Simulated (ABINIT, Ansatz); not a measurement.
# Quasiparticle gap of ZrSe3 (P2_1/m) in ABINIT, part 2 of 2

Aim: the G0W0 gap of ZrSe3 (P2_1/m) on PBEsol, step by step.

ABINIT 10.8.3; PBEsol and many-body steps on it, plane waves. Known limits of the many-body steps: not at the basis limit; no spin-orbit coupling; coarse k mesh.

So far. Step 2 (Ground state): The gap is indirect, with the least direct gap 0.28 eV higher. Step 3 (Empty states on the mesh, 2×4×1 mesh, 430 bands): On this mesh the gap is 0.329 eV.

## (4) Screening, 2×4×1 mesh, 392 bands, screening to 176.9 eV

The RPA dielectric matrix is built and inverted for each q.

This step: RPA screening on PBEsol, plane waves, norm-conserving pseudopotentials.

File run.abi:

```
acell 3*1.0 Angstrom
rprim 
  5.410900000000 -0.000000000000 -0.000000000000
  -0.000000000000 3.748800000000 0.000000000000
  -1.229420909100 0.000000000000 9.363634990100
ntypat 2
znucl 40 34
natom 8
typat 1 1 2 2 2 2 2 2
xred 
  0.285000000000 0.250000000000 0.656000000000
  0.715000000000 0.750000000000 0.344000000000
  0.762000000000 0.250000000000 0.554000000000
  0.238000000000 0.750000000000 0.446000000000
  0.456000000000 0.250000000000 0.174000000000
  0.544000000000 0.750000000000 0.826000000000
  0.888000000000 0.250000000000 0.169000000000
  0.112000000000 0.750000000000 0.831000000000
pp_dirpath "pseudos"
pseudos "Zr.upf, Se.upf"
ecut 48
ngkpt 2 4 1
nshiftk 1
shiftk 0 0 0
kptopt 1
chksymbreak 0
istwfk *1
occopt 1
irdwfk 1
optdriver 3
nband 392
ecuteps 6.5
inclvkb 2
awtr 1
symchi 1
indata_prefix "in"
outdata_prefix "out"
tmpdata_prefix "tmp"
```

On the command line:

```
$ OMP_NUM_THREADS=1 mpirun -n 16 abinit run.abi > log
```

Numbers of over 12 decimals in the logs are rounded to 6 here.

The program printed:

```text
.Version 10.8.3 of ABINIT. v10.8.2 released Aug 2026.

 Symmetries : space group P2_1/m (# 11); Bravais mP (primitive monocl.)
[... echo of the input left out ...]
== DATASET  1 ==================================================================
-   mpi_nproc: 16, omp_nthreads: 1 (-1 if OMP is not activated)

--- !DatasetInfo
iteration_state: {dtset: 1, }
dimensions: {natom: 8, nkpt: 6, mband: 392, nsppol: 1, nspinor: 1, nspden: 1, mpw: 20400, }
cutoff_energies: {ecut:  48.0, pawecutdg:  -1.0, }
electrons: {nelect:   1.68000000E+02, charge:   0.00000000E+00, occopt:   1.00000000E+00, tsmear:   1.00000000E-02, }

 SCREENING: Calculation of the susceptibility and dielectric matrices

 Based on a program developped by R.W. Godby, V. Olevano, G. Onida, and L. Reining.
 Incorporated in ABINIT by V. Olevano, G.-M. Rignanese, and M. Torrent.
.Using double precision arithmetic ; gwpc =  8

[... cell and pseudopotentials left out ...]
--------------------------------------------------------------------------------

 ==== K-mesh for the wavefunctions ====
 Number of points in the irreducible wedge :     6
[... list of points left out ...]
 Together with  4 symmetry operations and time-reversal symmetry
 yields     8 points in the full Brillouin Zone.

 ==== Q-mesh for the screening function ====
 Number of points in the irreducible wedge :     6
[... list of points left out ...]
 Together with  4 symmetry operations and time-reversal symmetry
 yields     8 points in the full Brillouin Zone.

 setmesh: FFT mesh size selected  =    45x   32x   75
          total number of points  =       108000

 vcoul_init : cutoff-mode = AUXILIARY_FUNCTION
 q-points for optical limit:   1
     1)      0.000010    0.000020    0.000030

- screening: taking advantage of time-reversal symmetry
- Maximum band index for partially occupied states nbvw = 84
- Remaining bands to be divided among processors   nbcw = 308
- Number of bands treated by each node ~19

 Number of electrons calculated from density =  168.0000; Expected =  168.0000
 average of density, n =  0.131071
 r_s =    1.2212
 omega_plasma =   34.9228 [eV]

 calculating chi0 at frequencies [eV] :
  1    0.000000E+00    0.000000E+00
  2    0.000000E+00    3.492278E+01

--------------------------------------------------------------------------------
  q-point number  1        q = ( 0.000000, 0.000000, 0.000000) [r.l.u.]
--------------------------------------------------------------------------------
[... chi0 elements left out ...]
 For q-point:  0.000010 0.000020 0.000030
  dielectric constant =  16.0667
  dielectric constant without local fields =  18.7012

  Average fulfillment of the sum rule on Im[epsilon] for q-point    1 :     41.35  [%]
[... wings left out ...]
  q-point number  2        q = ( 0.500000, 0.000000, 0.000000) [r.l.u.]
--------------------------------------------------------------------------------
[... chi0 elements left out ...]
  Average fulfillment of the sum rule on Im[epsilon] for q-point    2 :     42.45  [%]

 [... 4 further q-points ...]
```

It took 26 min on 16 MPI ranks of Arm Neoverse N1, shared host; peak memory 24 GiB.

This step gave:

| Item | Value |
| --- | --- |
| ε∞ with local fields, on this mesh, along the program's q direction | 16.07 |
| the same without local fields | 18.70 |
| plasma frequency | 34.92 eV |
| plane waves in the screening matrix | 985 |

Local fields lower ε∞ by 14 %. On a Γ-centred mesh this coarse the value itself is usually too large, while a short band sum pulls it down.

## (5) Self-energy, 2×4×1 mesh, 392 bands, screening to 176.9 eV

The self-energy is evaluated for the states that the input lists, and the levels follow from it, in one-shot runs by the linearised quasiparticle equation.

This step: G0W0 on PBEsol, plane waves, norm-conserving pseudopotentials.

run.abi: that of step 4 with these lines changed.

```diff
@@ -29,8 +29,17 @@
 irdwfk 1
-optdriver 3
+optdriver 4
 nband 392
+gwcalctyp 0
+ecutsigx 48
+symsigma 1
+nkptgw 2
+kptgw 
+  0.0000000000 0.0000000000 0.0000000000
+  0.5000000000 0.0000000000 0.0000000000
+bdgw 
+  83 86
+  83 86
 ecuteps 6.5
-inclvkb 2
-awtr 1
-symchi 1
+irdscr 1
+ppmodel 1
 indata_prefix "in"
```

The program printed:

```text
.Version 10.8.3 of ABINIT. v10.8.2 released Aug 2026.

 Symmetries : space group P2_1/m (# 11); Bravais mP (primitive monocl.)
[... echo of the input left out ...]
== DATASET  1 ==================================================================
-   mpi_nproc: 16, omp_nthreads: 1 (-1 if OMP is not activated)

--- !DatasetInfo
iteration_state: {dtset: 1, }
dimensions: {natom: 8, nkpt: 6, mband: 392, nsppol: 1, nspinor: 1, nspden: 1, mpw: 20400, }
cutoff_energies: {ecut:  48.0, pawecutdg:  -1.0, }
electrons: {nelect:   1.68000000E+02, charge:   0.00000000E+00, occopt:   1.00000000E+00, tsmear:   1.00000000E-02, }

 SIGMA: Calculation of the GW corrections

 Based on a program developped by R.W. Godby, V. Olevano, G. Onida, and L. Reining.
 Incorporated in ABINIT by V. Olevano, G.-M. Rignanese, and M. Torrent.
.Using double precision arithmetic ; gwpc =  8

[... cell and pseudopotentials left out ...]
--------------------------------------------------------------------------------

 ==== K-mesh for the wavefunctions ====
 Number of points in the irreducible wedge :     6
[... list of points left out ...]
 Together with  4 symmetry operations and time-reversal symmetry
 yields     8 points in the full Brillouin Zone.

 ==== Q-mesh for screening function ====
 Number of points in the irreducible wedge :     6
[... list of points left out ...]
 Together with  4 symmetry operations and time-reversal symmetry
 yields     8 points in the full Brillouin Zone.

 vcoul_init : cutoff-mode = AUXILIARY_FUNCTION
 q-points for optical limit:   1
     1)      0.000010    0.000020    0.000030
 setmesh: FFT mesh size selected  =    72x   48x  120
          total number of points  =       414720

 Number of electrons calculated from density =  168.0000; Expected =  168.0000
 average of density, n =  0.131071
 r_s =    1.2212
 omega_plasma =   34.9228 [eV]

 === KS Band Gaps ===
  >>>> For spin  1
   Minimum direct gap =   0.6288 [eV], located at k-point      :   0.5000  0.0000  0.0000
   Fundamental gap    =   0.3292 [eV], Top of valence bands at :   0.0000  0.0000  0.0000
                                       Bottom of conduction at :   0.5000  0.0000  0.0000
 SIGMA fundamental parameters:
 PLASMON POLE MODEL  1
 number of plane-waves for SigmaX                20343
 number of plane-waves for SigmaC and W            985
 number of plane-waves for wavefunctions         20343
 number of bands                                   392
 number of independent spin polarizations            1
 number of spinorial components                      1
 number of k-points in IBZ                           6
 number of q-points in IBZ                           6
 number of symmetry operations                       4
 number of k-points in BZ                            8
 number of q-points in BZ                            8
 number of frequencies for dSigma/dE                 9
 frequency step for dSigma/dE [eV]                0.25
 number of omega for Sigma on real axis              0
 max omega for Sigma on real axis  [eV]           0.00
 zcut for avoiding poles [eV]                     0.10

 EPSILON^-1 parameters (SCR file):
 dimension of the eps^-1 matrix on file            985
 dimension of the eps^-1 matrix used               985
 number of plane-waves for wavefunctions         20343
 number of bands                                   392
 number of q-points in IBZ                           6
 number of frequencies                               2
 number of real frequencies                          1
 number of imag frequencies                          1

 matrix elements of self-energy operator (all in [eV])

 Perturbative Calculation

--- !SelfEnergy_ee
iteration_state: {dtset: 1, }
kpoint     : [   0.000,    0.000,    0.000, ]
spin       : 1
KS_gap     :    0.661
QP_gap     :    1.227
Delta_QP_KS:    0.566
data: !SigmaeeData |
     Band     E0 <VxcDFT>   SigX SigC(E0)      Z dSigC/dE  Sig(E)    E-E0       E
       83   6.375 -14.787 -16.246   1.321   0.792  -0.262 -14.896  -0.109   6.266
       84   6.485 -15.017 -16.886   1.703   0.793  -0.261 -15.149  -0.132   6.353
       85   7.146 -13.062  -8.336  -4.180   0.796  -0.257 -12.628   0.434   7.580
       86   7.529 -13.521  -8.085  -4.744   0.791  -0.264 -12.974   0.547   8.076

--- !SelfEnergy_ee
iteration_state: {dtset: 1, }
kpoint     : [   0.500,    0.000,    0.000, ]
spin       : 1
KS_gap     :    0.629
QP_gap     :    1.238
Delta_QP_KS:    0.609
data: !SigmaeeData |
     Band     E0 <VxcDFT>   SigX SigC(E0)      Z dSigC/dE  Sig(E)    E-E0       E
       83   6.114 -14.718 -16.655   1.693   0.792  -0.262 -14.912  -0.194   5.920
       84   6.185 -14.776 -16.630   1.619   0.792  -0.262 -14.962  -0.186   6.000
       85   6.814 -13.767  -9.969  -3.264   0.792  -0.262 -13.344   0.424   7.238
       86   7.155 -14.047 -10.034  -3.399   0.791  -0.264 -13.561   0.485   7.640

== END DATASET(S) ==============================================================
================================================================================

 -outvars: echo values of variables after computation  --------
           etotal      0.0000000000E+00
            nband         392
             nkpt           6
          spgroup          11
 [... the other variables as echoed above ...]

 Calculation completed.
```

Run time: 2.6 min. Hardware: 16 MPI ranks; peak memory 13 GiB; 41 min of CPU time.

Numbers from this step:

* G0W0 gap on the points computed: 0.8850 eV
* starting gap on the mesh: 0.3293 eV
* k of the valence top: 0, 0, 0
* k of the conduction bottom: 0.5, 0, 0
* Z at the valence top: 0.793
* Z at the conduction bottom: 0.792
* least direct G0W0 gap on the computed points: 1.227 eV

The gap on the mesh goes from 0.33 eV to 0.89 eV, a correction of +0.56 eV.

Limits: finite bands, cutoff and mesh; no spin-orbit coupling; coarse k mesh. v1 is the top filled band, c1 the lowest empty one. Levels before and after the correction, in eV, zero at the valence-band top of each column:

|  | conduction bottom | valence top |
| --- | --- | --- |
| Kohn-Sham | 0.33 | 0.00 |
| G0W0 | 0.89 | 0.00 |

|  | level | energy (eV) |
| --- | --- | --- |
| Kohn-Sham | Γ v2 | -0.110 |
| Kohn-Sham | Γ v1 | 0.000 |
| Kohn-Sham | Γ c1 | 0.661 |
| Kohn-Sham | Γ c2 | 1.044 |
| Kohn-Sham | (0.5 0 0) v2 | -0.371 |
| Kohn-Sham | (0.5 0 0) v1 | -0.300 |
| Kohn-Sham | (0.5 0 0) c1 | 0.329 |
| Kohn-Sham | (0.5 0 0) c2 | 0.670 |
| G0W0 | Γ v2 | -0.087 |
| G0W0 | Γ v1 | 0.000 |
| G0W0 | Γ c1 | 1.227 |
| G0W0 | Γ c2 | 1.723 |
| G0W0 | (0.5 0 0) v2 | -0.433 |
| G0W0 | (0.5 0 0) v1 | -0.353 |
| G0W0 | (0.5 0 0) c1 | 0.885 |
| G0W0 | (0.5 0 0) c2 | 1.287 |

## (6) Where the time went

Times are wall times on 16 MPI ranks of Arm Neoverse N1, shared host, good to a factor of about two.

| step | time | share | memory (GiB) |
| --- | --- | --- | --- |
| ground state | 12 min | 17 % | 3.4 |
| empty states on the mesh | 29 min | 42 % | 2.5 |
| screening | 26 min | 37 % | 24 |
| self-energy | 2.6 min | 4 % | 13 |

## (7) What came out

* PBEsol gap: 0.32 eV, indirect
* G0W0 gap on the mesh: 0.89 eV
* GW settings: 2×4×1 mesh, 392 bands, screening to 176.9 eV, Godby-Needs plasmon pole
* known limits: not at the basis limit; no spin-orbit coupling; coarse k mesh

G0W0 moves the gap on the mesh from 0.33 eV to 0.89 eV (+0.56 eV), with Z of 0.79 and 0.79 at the edges. Local fields lower the RPA ε∞ on this mesh from 18.70 to 16.07; a Γ-centred mesh this coarse tends to raise both, most where the direct gap is narrow, while a short band sum lowers them. Only 2 of the mesh's irreducible points were corrected, so a valley elsewhere could overtake. Bands and cutoff are finite, so the gap is not at the basis limit. The miss can reach some tenths of an eV and take either sign; the mesh is an error of its own. In the G0W0 run levels were corrected at 2 k points alone, so a gap called «on the mesh» is the least over those, and an edge elsewhere would be missed. The 2×4×1 mesh is coarse for this cell, which bears on the long-range parts of exchange and screening. The many-body steps are scalar-relativistic: spin-orbit coupling is not in them.

[Paths, hosts, dates, memory and timing lines, banners, echoed tables and standing remarks are left out of the program output.]

[Logs are printed without paths, hosts, clocks, repeated set-up lines and the standing remarks that a program may print on its own settings, such as how far it seeks lower states.]

[Runs of the session that timed out or met a known fault of the program may be left out.]

[Hosts, paths, dates, database ids (printed as entryN), source tags and the programs' standing remarks are cut or masked in the printed files.]

[G0W0 gaps are taken among the corrected bands and points alone; a level outside them can change the order at an edge.]

[Where Ansatz stands beside ABINIT at settings called matched, ABINIT's density can come from a denser mesh and the files from another edition; pairs whose starting gaps differed by over 0.03 eV were left out, so agreement reads better than it is.]
